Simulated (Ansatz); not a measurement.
# Cs on Ni(111): change of the work function, part 3 of 3

How does Cs on the fcc site change the work function of Ni(111) as the layer fills?

Ansatz 0.2.0; plane-wave DFT, PBE, Ansatz PAW.

So far, work function, upper face (eV): step 2 (the clean slab) 5.07; step 3 (37 atoms, coverage 0.111 ML, cell 3x3) 1.63.

## 4. The covered slab, k-mesh 6×6×1, coverage 0.25 ML

System of this step: Cs/Ni(111). The cell holds 17 atoms: 16 Ni and 1 Cs. Cell: a = 4.978 Å, b = 4.978 Å, c = 27.570 Å, α = 90.0°, β = 90.0°, γ = 60.0°. Vacuum lies along c.

Another coverage, to see how the dipoles act on each other as their distance changes.

File input.yaml:

```yaml
crystal:
  lattice:
    - [4.9780317395, 0.0, 0.0]
    - [2.4890158698, 4.3111019473, 0.0]
    - [0.0, 0.0, 27.5703962742]
  atoms:
    - { symbol: Ni, position: [0.0, 0.0, 0.3264370925], spin: 0.7 }
    - { symbol: Ni, position: [0.1666666667, 0.1666666667, 0.4001492338], spin: 0.72 }
    - { symbol: Ni, position: [0.3333333333, 0.3333333333, 0.4736162347], spin: 0.72 }
    - { symbol: Ni, position: [0.0, 0.0, 0.5463456558], spin: 0.7 }
    - { symbol: Ni, position: [0.0, 0.5, 0.3264370925], spin: 0.7 }
    - { symbol: Ni, position: [0.1666666667, 0.6666666667, 0.4001492338], spin: 0.72 }
    - { symbol: Ni, position: [0.3333333333, 0.8333333333, 0.4736162347], spin: 0.72 }
    - { symbol: Ni, position: [0.0, 0.5, 0.5463456558], spin: 0.7 }
    - { symbol: Ni, position: [0.5, 0.0, 0.3264370925], spin: 0.7 }
    - { symbol: Ni, position: [0.6666666667, 0.1666666667, 0.4001492338], spin: 0.72 }
    - { symbol: Ni, position: [0.8333333333, 0.3333333333, 0.4736162347], spin: 0.72 }
    - { symbol: Ni, position: [0.5, 0.0, 0.5463456558], spin: 0.7 }
    - { symbol: Ni, position: [0.5, 0.5, 0.3264370925], spin: 0.7 }
    - { symbol: Ni, position: [0.6666666667, 0.6666666667, 0.4001492338], spin: 0.72 }
    - { symbol: Ni, position: [0.8333333333, 0.8333333333, 0.4736162347], spin: 0.72 }
    - { symbol: Ni, position: [0.5, 0.5, 0.5463456558], spin: 0.7 }
    - { symbol: Cs, position: [0.1666666667, 0.1666666667, 0.6735629075] }
magnetization:
  spin_polarized: true
kpoints:
  mp_grid: { grid: [6, 6, 1] }
hamiltonian:
  xc: pbe
scf:
  occupations: { method: fermi_dirac, width: 0.1 }
  convergence: { dr2_threshold: 1.0e-08 }
efield:
  axis: 3
  dipole_correction: true
  ramp_position: 0.97
  ramp_width: 0.06
relax:
  f_tol: 0.02
  max_steps: 60
  constraints: [{ sites: [0, 1, 4, 5, 8, 9, 12, 13] }]
output:
  dos: { projected: true, e_range: [-8, 4] }
  write_potential: true
  write_density: true
  volumetric_format: npy
  elf: true
```

Started as:

```bash
$ ansatz run input.yaml --threads 4 --pin off --max-ram 16384MiB --backend cpu --events-out ev --progress --plain --runs-dir out
```

Numbers of over 12 decimals in the logs are rounded to 6 here.

The log of the run:

```text
[...]
Crystal: 17 atoms, lattice volume = 591.683 Å³
Basis set: ecut = 420 eV, 11523 PW (Γ), exchange–correlation on 72×72×384 points (8 copies of the dense FFT grid, shifted against one another)
Bands: 186, of which v1, the nominal top of the filled ones, is band 149 counted from 1 (148 counted from 0)
Symmetry: 6 space group operations
k-points: 7 of 36 (time reversal used)
[...]
Starting moments: Σ|m| = 11.36 μB on 16 of 17 sites
[...]
SCF iter   1: F=—  HF=-99088.938074 eV  |F-HF|=—  |Δ(HF+E_count)|=         —  Δρ=2.41e-2 (↑1.05e-2 ↓2.41e-2)  dr2=2.28e1  dr2_m=8.62e-1  M=11.810 μB ∫|m|=12.410 μB  β_m=1.00  ethr=3.10e-3  p=0.000 e·Å  D=2.74e-6 V/Å  ΔV_dip=-0.00 eV  dr2_dipole=3.51e0  V_vac-E_F(+/−)=7.15/7.15 eV  ⟨swp⟩=9.7  Hψ=13006  notcnv=0  defer=184
[...]
SCF iter  24: F=-99102.523075 eV  HF=-99102.523075 eV  |F-HF|=8.88e-10  |Δ(HF+E_count)|=   3.03e-9  Δρ=4.55e-7 (↑1.75e-7 ↓4.55e-7)  dr2=1.71e-9  dr2_m=2.20e-10  M=10.217 μB ∫|m|=11.902 μB  ethr=2.73e-12  p=0.342 e·Å  D=1.05e-1 V/Å  ΔV_dip=-2.88 eV  dr2_dipole=1.21e-12  V_vac-E_F(+/−)=2.19/5.07 eV  ⟨swp⟩=15.2  Hψ=20804  notcnv=0
SCF 1 converged in 24 iterations: F = -99102.523075 eV  dr2 = 1.71e-9
[...]
relax step   1: F+E_penalty+E_count = -99102.52307473 eV  Δ(F+E_penalty+E_count) = +0.000e0 eV  max|allowed force component| = 5.312e-1 eV/Å  Δτ_max = 0.0000 Å  (24 SCF iters, accepted)
[...]
SCF iter  14: F=-99102.569392 eV  HF=-99102.569392 eV  |F-HF|=3.36e-9  |Δ(HF+E_count)|=   2.47e-9  Δρ=3.48e-7 (↑1.72e-7 ↓3.48e-7)  dr2=3.37e-9  dr2_m=1.59e-10  M=10.180 μB ∫|m|=11.875 μB  ethr=1.00e-12  p=0.347 e·Å  D=1.06e-1 V/Å  ΔV_dip=-2.92 eV  dr2_dipole=3.02e-10  V_vac-E_F(+/−)=2.15/5.07 eV  ⟨swp⟩=10.4  Hψ=17407  notcnv=0
SCF 2 converged in 14 iterations: F = -99102.569392 eV  dr2 = 3.37e-9
[...]
relax step   2: F+E_penalty+E_count = -99102.56939206 eV  Δ(F+E_penalty+E_count) = -4.632e-2 eV  max|allowed force component| = 5.007e-1 eV/Å  Δτ_max = 0.0859 Å  (14 SCF iters, accepted)
SCF iter   1: F=—  HF=-99102.674622 eV  |F-HF|=—  |Δ(HF+E_count)|=         —  Δρ=2.51e-3 (↑1.24e-3 ↓2.51e-3)  dr2=1.58e-1  dr2_m=1.35e-2  M=10.089 μB ∫|m|=11.791 μB  β_m=1.00  ethr=1.10e-4  p=0.347 e·Å  D=1.06e-1 V/Å  ΔV_dip=-2.92 eV  dr2_dipole=1.24e-2  V_vac-E_F(+/−)=2.16/5.09 eV  ⟨swp⟩=6.9  Hψ=7500  notcnv=0  defer=193
[...]
SCF iter  15: F=-99102.664673 eV  HF=-99102.664673 eV  |F-HF|=2.18e-10  |Δ(HF+E_count)|=   1.09e-9  Δρ=1.69e-7 (↑9.33e-8 ↓1.69e-7)  dr2=6.74e-10  dr2_m=5.02e-11  M=10.096 μB ∫|m|=11.796 μB  ethr=1.29e-12  p=0.363 e·Å  D=1.11e-1 V/Å  ΔV_dip=-3.06 eV  dr2_dipole=2.21e-10  V_vac-E_F(+/−)=2.01/5.07 eV  ⟨swp⟩=10.8  Hψ=16371  notcnv=0
SCF 3 converged in 15 iterations: F = -99102.664673 eV  dr2 = 6.74e-10
relax step   3: F+E_penalty+E_count = -99102.66467254 eV  Δ(F+E_penalty+E_count) = -9.528e-2 eV  max|allowed force component| = 3.543e-1 eV/Å  Δτ_max = 0.1973 Å  (15 SCF iters, accepted)
[...]
relax step   4: F+E_penalty+E_count = -99102.71266099 eV  Δ(F+E_penalty+E_count) = -4.799e-2 eV  max|allowed force component| = 1.001e-1 eV/Å  Δτ_max = 0.1980 Å  (14 SCF iters, accepted)
[...]
relax step   5: F+E_penalty+E_count = -99102.71694047 eV  Δ(F+E_penalty+E_count) = -4.279e-3 eV  max|allowed force component| = 2.782e-2 eV/Å  Δτ_max = 0.0585 Å  (14 SCF iters, accepted)
SCF iter   1: F=—  HF=-99102.717172 eV  |F-HF|=—  |Δ(HF+E_count)|=         —  Δρ=1.11e-4 (↑7.82e-5 ↓1.11e-4)  dr2=3.68e-4  dr2_m=2.71e-5  M=9.997 μB ∫|m|=11.677 μB  β_m=1.00  ethr=1.36e-6  p=0.387 e·Å  D=1.18e-1 V/Å  ΔV_dip=-3.27 eV  dr2_dipole=3.51e-5  V_vac-E_F(+/−)=1.81/5.07 eV  ⟨swp⟩=2.5  Hψ=4696  notcnv=0  defer=194
[...]
SCF iter  11: F=-99102.717165 eV  HF=-99102.717165 eV  |F-HF|=1.31e-9  |Δ(HF+E_count)|=  9.60e-10  Δρ=3.33e-7 (↑1.16e-7 ↓3.33e-7)  dr2=1.38e-9  dr2_m=1.80e-10  M=9.996 μB ∫|m|=11.675 μB  ethr=1.15e-12  p=0.389 e·Å  D=1.19e-1 V/Å  ΔV_dip=-3.28 eV  dr2_dipole=4.67e-10  V_vac-E_F(+/−)=1.80/5.07 eV  ⟨swp⟩=9.1  Hψ=17087  notcnv=0
SCF 6 converged in 11 iterations: F = -99102.717165 eV  dr2 = 1.38e-9
relax step   6: F+E_penalty+E_count = -99102.71716500 eV  Δ(F+E_penalty+E_count) = -2.245e-4 eV  max|allowed force component| = 3.628e-3 eV/Å  Δτ_max = 0.0118 Å  (11 SCF iters, accepted)
[...]
SCF converged after 11 iterations
Magnetization: 9.9960 μB (153.4980 up, 143.5020 down)
Absolute magnetization: 11.6873 μB (∫|ρ↑−ρ↓|, with the PAW one-centre terms)
[...]
Per-site moments (μB) at R_I (Å): [(0.699753, 1.026719), (0.713019, 1.026719), (0.688329, 1.016601), (0.571862, 1.016601), (0.699753, 1.026719), (0.712386, 1.019628), (0.688329, 1.016601), (0.571862, 1.016601), (0.699753, 1.026719), (0.712386, 1.019628), (0.688329, 1.016601), (0.571862, 1.016601), (0.695621, 1.026719), (0.712386, 1.019628), (0.692379, 1.019628), (0.605583, 1.026932), (-0.010704, 1.358063)]
Free energy (F): -99102.717165 eV
[...]
Internal energy: -99101.764429 eV  (E = F + TS)
E sigma→0 (E₀):  -99102.240797 eV
Entropy (-TS):   -0.952736 eV (-56.043 meV/atom)
Fermi energy:    3.894501 eV
Dipole field:    D = 0.118862 V/Å  (p = 0.388661 e·Å, saw-weighted, corrected)
Work function:   Φ+ = 1.7959 eV   Φ− = 5.0731 eV
[...]
--- Forces (eV/Å), atoms counted from 1 ---
  atom   1  Ni     0.00095960     0.00055402     0.15218564
  atom   2  Ni    -0.00000000    -0.00000000    -0.11535893
  atom   3  Ni     0.00000866     0.00000500    -0.00059400
  atom   4  Ni    -0.00044059    -0.00025438     0.00246536
  atom   5  Ni    -0.00000000    -0.00110805     0.15218564
  atom   6  Ni     0.01708081    -0.00986161    -0.16629499
  atom   7  Ni    -0.00000000    -0.00001000    -0.00059400
  atom   8  Ni     0.00000000     0.00050875     0.00246536
  atom   9  Ni    -0.00095960     0.00055402     0.15218564
  atom  10  Ni     0.00000000     0.01972322    -0.16629499
  atom  11  Ni    -0.00000866     0.00000500    -0.00059400
  atom  12  Ni     0.00044059    -0.00025438     0.00246536
  atom  13  Ni     0.00000000    -0.00000000     0.15891112
  atom  14  Ni    -0.01708081    -0.00986161    -0.16629499
  atom  15  Ni    -0.00000000     0.00000000    -0.00005673
  atom  16  Ni    -0.00000000     0.00000000    -0.00362792
  atom  17  Cs    -0.00000000     0.00000000    -0.00319036
  max |Σ_I F_I| component: 3.68e-5 eV/Å
--- Band table (eV; the first three rows and the last of 14) ---
  k-point 0 ↑: bands = [... 145 lower, 3.3536, 3.4935, 3.4944, 3.4944, 3.5606, 3.5606, 3.5653, 3.6709, ... 33 higher]
  k-point 1 ↑: bands = [... 145 lower, 3.3352, 3.3372, 3.3851, 3.4009, 3.4079, 3.4550, 3.4873, 3.5541, ... 33 higher]
  k-point 2 ↑: bands = [... 145 lower, 3.1704, 3.2269, 3.2850, 3.2863, 3.3069, 3.3311, 3.3688, 3.3750, ... 33 higher]
  k-point 6 ↓: bands = [... 145 lower, 3.8867, 3.8950, 3.8953, 3.9376, 3.9667, 3.9737, 3.9947, 3.9973, ... 33 higher]
--- Relaxed structure (6 steps of the walk, 6 accepted, 0 SCFs on fresh bases) ---
  F+E_penalty+E_count = -99102.71716500 eV   max|allowed force component| = 3.628e-3 eV/Å
  atoms:
    - { symbol: Ni, position: [-1.795949010449182e-17, -1.7959490104491818e-17, 0.3264370925] }
    - { symbol: Ni, position: [0.166667, 0.166667, 0.400149] }
    - { symbol: Ni, position: [0.333687, 0.333687, 0.473842] }
    - { symbol: Ni, position: [-0.00111683, -0.00111683, 0.546296] }
    - { symbol: Ni, position: [0.0, 0.500000, 0.3264370925] }
    - { symbol: Ni, position: [0.166667, 0.666667, 0.400149] }
    - { symbol: Ni, position: [0.333687, 0.832627, 0.473842] }
    - { symbol: Ni, position: [-0.00111683, 0.502234, 0.546296] }
    - { symbol: Ni, position: [0.500000, -1.7959490104087922e-17, 0.3264370925] }
    - { symbol: Ni, position: [0.666667, 0.166667, 0.400149] }
    - { symbol: Ni, position: [0.832627, 0.333687, 0.473842] }
    - { symbol: Ni, position: [0.502234, -0.00111683, 0.546296] }
    - { symbol: Ni, position: [0.500000, 0.500000, 0.3264370925] }
    - { symbol: Ni, position: [0.666667, 0.666667, 0.400149] }
    - { symbol: Ni, position: [0.833333, 0.833333, 0.473096] }
    - { symbol: Ni, position: [0.500000, 0.500000, 0.548101] }
    - { symbol: Cs, position: [0.166667, 0.166667, 0.653563] }
```

The job ended after 8.9 min (4 threads of Arm Neoverse V1, shared host; peak memory 3.2 GiB).

The steps of the relaxation:

```csv
step,energy less that of the first step (eV),largest force component (eV/Å)
1,0.0000,0.5312
2,-0.0463,0.5007
3,-0.1416,0.3543
4,-0.1896,0.1001
5,-0.1939,0.0278
6,-0.1941,0.0036
```

Forces are held to the 6 operations that the run works with; a distortion that breaks them can't arise in this run.

The atoms that moved most (Å):

```csv
atom,dx,dy,dz,length
Cs17,0.000,0.000,-0.551,0.551
Ni16,0.000,0.000,0.048,0.048
Ni15,0.000,0.000,-0.014,0.014
Ni12,0.008,-0.005,-0.001,0.010
Ni4,-0.008,-0.005,-0.001,0.010
Ni8,0.000,0.010,-0.001,0.010
Ni7,0.000,-0.003,0.006,0.007
Ni11,-0.003,0.002,0.006,0.007
```

The relaxed structure:

```cif
data_structure
_symmetry_space_group_name_H-M 'P 1'
_symmetry_Int_Tables_number 1
_cell_length_a 4.9780
_cell_length_b 4.9780
_cell_length_c 27.5704
_cell_angle_alpha 90.000
_cell_angle_beta 90.000
_cell_angle_gamma 60.000
_cell_volume 591.68
loop_
_atom_site_label
_atom_site_type_symbol
_atom_site_fract_x
_atom_site_fract_y
_atom_site_fract_z
_atom_site_occupancy
Ni1 Ni 0.00000 0.00000 0.32644 1
Ni2 Ni 0.16667 0.16667 0.40015 1
Ni3 Ni 0.33369 0.33369 0.47384 1
Ni4 Ni 0.99888 0.99888 0.54630 1
Ni5 Ni 0.00000 0.50000 0.32644 1
Ni6 Ni 0.16667 0.66667 0.40015 1
Ni7 Ni 0.33369 0.83263 0.47384 1
Ni8 Ni 0.99888 0.50223 0.54630 1
Ni9 Ni 0.50000 0.00000 0.32644 1
Ni10 Ni 0.66667 0.16667 0.40015 1
Ni11 Ni 0.83263 0.33369 0.47384 1
Ni12 Ni 0.50223 0.99888 0.54630 1
Ni13 Ni 0.50000 0.50000 0.32644 1
Ni14 Ni 0.66667 0.66667 0.40015 1
Ni15 Ni 0.83333 0.83333 0.47310 1
Ni16 Ni 0.50000 0.50000 0.54810 1
Cs17 Cs 0.16667 0.16667 0.65356 1
```

This step gave:

* energy at zero smearing: -99102.2408 eV
* total moment: 9.996 μB
* work function, upper face: 1.796 eV
* work function, lower face: 5.073 eV
* dipole along the normal: 0.3887 e·Å
* step between the vacuum levels: -3.277 eV

Running mean over 2.032 Å of the planar mean; the ramp of the sawtooth is left out. Table of electron's electrostatic potential energy less the Fermi level by z:

```csv
z (Å),electron's electrostatic potential energy less the Fermi level (eV)
4,5.07
5,5.07
6,5.02
7,4.39
8,-3.19
9,-10.0
10,-10.3
11,-10.4
12,-10.5
13,-10.4
14,-10.5
15,-10.1
16,-4.92
17,-0.449
18,-3.26
19,-1.78
20,0.815
21,1.53
22,1.72
23,1.77
24,1.79
```

The density of states has structure finer than the step of the table below, so its rows give means over 0.5 eV, whole bins alone (the curve runs from -8 to 1.98 eV). Peaks (eV: height): total -2.32: 50.2, -2.08: 53.7, -1.62: 79.4, -1.35: 50.9, -0.96: 70.2, -0.78: 63.3, -0.66: 81.2; up -2.23: 35.2, -2.17: 38.2, -2.02: 37.3, -1.62: 46.0, -1.14: 36.5, -0.78: 40.5, -0.69: 45.4; down -1.62: 33.4, -1.35: 36.3, -0.96: 44.3, -0.66: 39.9, -0.33: 32.9, -0.09: 37.1, -0.03: 46.0.

Table of density of states by energy, zero at the Fermi level; means over each step; values in states/eV a cell:

```csv
energy (eV),total,up,down
-7.5,0.923,0.461,0.463
-7.0,2.15,1.07,1.08
-6.5,1.91,0.973,0.940
-6.0,2.50,1.24,1.25
-5.5,2.73,1.44,1.29
-5.0,6.31,3.77,2.55
-4.5,8.46,6.09,2.37
-4.0,19.0,12.0,7.02
-3.5,22.3,12.9,9.36
-3.0,24.7,13.5,11.2
-2.5,34.0,20.2,13.7
-2.0,41.1,24.4,16.7
-1.5,47.4,20.2,27.2
-1.0,44.2,26.2,18.0
-0.5,43.8,20.4,23.4
0.0,29.6,2.86,26.8
0.5,11.2,2.86,8.33
1.0,7.68,4.01,3.67
1.5,8.40,4.10,4.30
```

Projected DOS per atom over height of the atomic layer and energy from the Fermi level. Layers: Ni4 Ni4 Ni4 Ni4 Cs from below.

Ten even steps from '0' (0.01 states/eV) to '9' (3.38 states/eV), each cell a mean:
```
00000
00001
10012
22222
54450
87790
97780
97791
86690
77670
45540
34430
24420
13310
01100
01100
00000
00000
00000
00000
00000
00000
```
Columns: height of the atomic layer (Å) from 9 to 18.0 (not evenly spaced); rows upwards: energy from the Fermi level (eV) from -7.96 to 1.95.

Projected DOS per atom, spin up over height of the atomic layer and energy from the Fermi level. Layers: Ni4 Ni4 Ni4 Ni4 Cs from below.

Values in states/eV, 22 rows by 5 columns, each cell a mean:
```
0.10 0.08 0.08 0.10 0.06
0.16 0.12 0.13 0.16 0.12
0.11 0.13 0.14 0.12 0.53
0.17 0.13 0.15 0.20 0.44
0.15 0.13 0.13 0.18 0.13
1.16 1.22 1.37 1.49 0.15
2.13 1.56 1.46 1.91 0.04
1.49 1.18 1.14 1.27 0.16
1.64 0.96 1.02 1.73 0.07
1.72 1.52 1.48 1.70 0.03
0.91 1.14 1.11 0.89 0.01
0.76 0.79 0.80 0.74 0.00
0.59 1.02 1.02 0.57 0.00
0.41 0.82 0.81 0.39 0.01
0.20 0.46 0.45 0.20 0.01
0.17 0.27 0.27 0.17 0.01
0.09 0.08 0.08 0.09 0.02
0.05 0.11 0.11 0.06 0.01
0.05 0.07 0.07 0.05 0.01
0.05 0.08 0.08 0.05 0.01
0.02 0.05 0.05 0.02 0.00
0.01 0.05 0.05 0.01 0.00
```
Columns: height of the atomic layer (Å) from 9 to 18.0 (not evenly spaced); rows upwards: energy from the Fermi level (eV) from -7.96 to 1.95.

Projected DOS per atom, spin down over height of the atomic layer and energy from the Fermi level. Layers: Ni4 Ni4 Ni4 Ni4 Cs from below.

Ten even steps from '0' (0.00 states/eV) to '9' (1.86 states/eV), each cell a mean:
```
10010
00001
11011
34332
98781
86680
65550
97790
76680
34430
34430
24420
13320
12210
01100
00000
00000
00000
00000
00000
00000
00000
```
Columns: height of the atomic layer (Å) from 9 to 18.0 (not evenly spaced); rows upwards: energy from the Fermi level (eV) from -7.96 to 1.95.

Site moment by atom:

```csv
atom,site moment (μB)
Ni1,0.700
Ni2,0.713
Ni3,0.688
Ni4,0.572
Ni5,0.700
Ni6,0.712
Ni7,0.688
Ni8,0.572
Ni9,0.700
Ni10,0.712
Ni11,0.688
Ni12,0.572
Ni13,0.696
Ni14,0.712
Ni15,0.692
Ni16,0.606
Cs17,-0.011
```

Spin density in the ca plane at fractional y = 0.167, with atoms of Ni and Cs within 0.2 Å of it.

Ten even steps from '0' (0.0 e/Å³) to '9' (2.2 e/Å³), each cell a mean:
```
00000000000000000000000000000000000000000000
00000000000000000000000000000000000000000000
00000001000000000000000000000000000000000000
00000027300000000000000000000000000000000000
00000038300000000000000000000000000000000000
00000001000000000000000000000000000000000000
00000000000000000000000000000000000000000000
00000000000000000000000000000000000000000000
00000000000000000000000000000000000000000000
00000013100000000000000000000000000000000000
00000039400000000000000000000000000000000000
00000014200000000000000000000000000000000000
00000000000000000000000000000000000000000000
```
Columns run along c (16.0 Å, from fractional 0.31 to 0.89 of the cell), rows up along a (5.0 Å). Atoms in or near the plane, at fractional coordinates: Ni at (0.40, 0.17), Ni at (0.40, 0.67), Cs at (0.65, 0.17).

Electrostatic potential energy in the ca plane at fractional y = 0.167, with atoms of Ni and Cs within 0.2 Å of it. With pseudopotentials it is smooth inside the atoms' cores, unlike the true potential.

Ten even steps from '0' (-37 eV) to '9' (7 eV), each cell a mean:
```
63379988899743688535899987667899999999999999
74479987899754788645899999889999999999999999
87889721269877899878999999999999999999999999
99998400038999999999999999999999999999999999
99998300038999999999999999999999999999999999
88889620269988899888999999999999999999999999
74579976789855798646899999889999999999999999
63379988899743688535899987678899999999999999
86689864689866799767899864335789999999999999
98898500058988999989999743333589999999999999
99998300028999999999999733443589999999999999
98898500048999999999999743433589999999999999
86689853589876899867999863334789999999999999
```
Columns run along c (16.0 Å, from fractional 0.31 to 0.89 of the cell; values clipped at the 3rd and 97th percentile), rows up along a (5.0 Å). Atoms in or near the plane, at fractional coordinates: Ni at (0.40, 0.17), Ni at (0.40, 0.67), Cs at (0.65, 0.17).

ELF in the ca plane at fractional y = 0.167, with atoms of Ni and Cs within 0.2 Å of it. It is the smooth field of the valence electrons, not physical close to the nuclei.

Ten even steps from '0' (0.01) to '9' (0.88), each cell a mean:
```
22222222222122222222221158998741000000000000
22212222222122222222221013554310000110000000
22222223222222222122222100010000001111000000
33332246422332222233333210000000011111000000
33332246522332222233333210000000011111000000
22222233322222222222232100000000001111000000
22222222222122122222222012454210000110000000
22222222222122222222221147998631000010000000
22222222222222222122221389999862000000000000
22222234322222222222321598459974100000000000
33332257522333222333321795017984100000000000
22232235422322222222321697249984100000000000
22222222222222122122221389999963000000000000
```
Columns run along c (16.0 Å, from fractional 0.31 to 0.89 of the cell), rows up along a (5.0 Å). Atoms in or near the plane, at fractional coordinates: Ni at (0.40, 0.17), Ni at (0.40, 0.67), Cs at (0.65, 0.17).

The relaxation took 6 steps and lowered the energy by 0.19 eV; the largest force on the free atoms ends at 0.0036 eV/Å.

By hand: a sheet of dipoles makes a step −p/(ε₀A) in the electron's potential. With e/ε₀ = 180.95 V·Å, p = 0.3887 e·Å and A = 21.46 Å², that is −180.95 × (0.3887) / 21.46 = -3.277 eV, and the two vacuum levels of the run differ by -3.277 eV.

The covered face has 1.80 eV, -3.28 eV against the clean one; the bare back face has moved by -0.01 eV, a measure of how thin the slab is.

## 5. Work function against coverage

This step: plane-wave DFT, PBE, Ansatz PAW; work function against coverage (Ansatz 0.2.0).

The runs are now put side by side.

This step gave:

```yaml
work_function_of_the_clean_face: 5.072 eV
largest_change_of_the_work_function: -3.438 eV
```

The work function of the covered face by coverage:

```csv
coverage (adsorbates/nm²),work function of the covered face (eV)
0.00,5.07
2.07,1.63
4.66,1.80
```

The dipole per adsorbate comes from the change of the cell's dipole. Coverage, by row:

```csv
coverage (1/nm²),coverage (ML),work function (eV),change (eV),"dipole per adsorbate, positive end outwards (debye)",mean height of the added atoms over the highest substrate atom (Å)
2.071,0.1111,1.634,-3.438,4.405,2.957
4.66,0.25,1.796,-3.276,1.861,2.908
```

## 6. Summary of results

| Property | Result |
| --- | --- |
| work function of the clean face | 5.07 eV |
| work function at 0.11 ML | 1.63 eV |
| work function at 0.25 ML | 1.80 eV |
| dipole per adsorbate at 0.11 ML, positive end outwards | 4.41 D |

What this shows: Cs lowers the work function of Ni(111) at the lowest coverage, by 3.44 eV: the adsorbate layer has its positive end outwards. The slab has 4 layers, at the tabulated experimental lattice constant, one starting site was run, and quantum-size effects of a slab this thin can reach one or two tenths of an eV. The magnetic order is the one reached from the typed start; other orders were not compared.

[Logs are printed without paths, hosts, clocks, repeated set-up lines and the standing remarks that a program may print on its own settings, such as how far it seeks lower states.]

[Hosts, paths, dates, database ids (printed as entryN), source tags and the programs' standing remarks are cut or masked in the printed files.]

[Maps of the electrostatic potential energy from Ansatz leave out the sawtooth potential of an applied field or a dipole correction, so their vacuum need not be flat; planar profiles and work functions include it.]

[The density of states shown here was stored with 400 of the rows of the run's finer table, so its peaks can read low, often by over a quarter, or be missed, and its means over a window can be off by a tenth or more.]
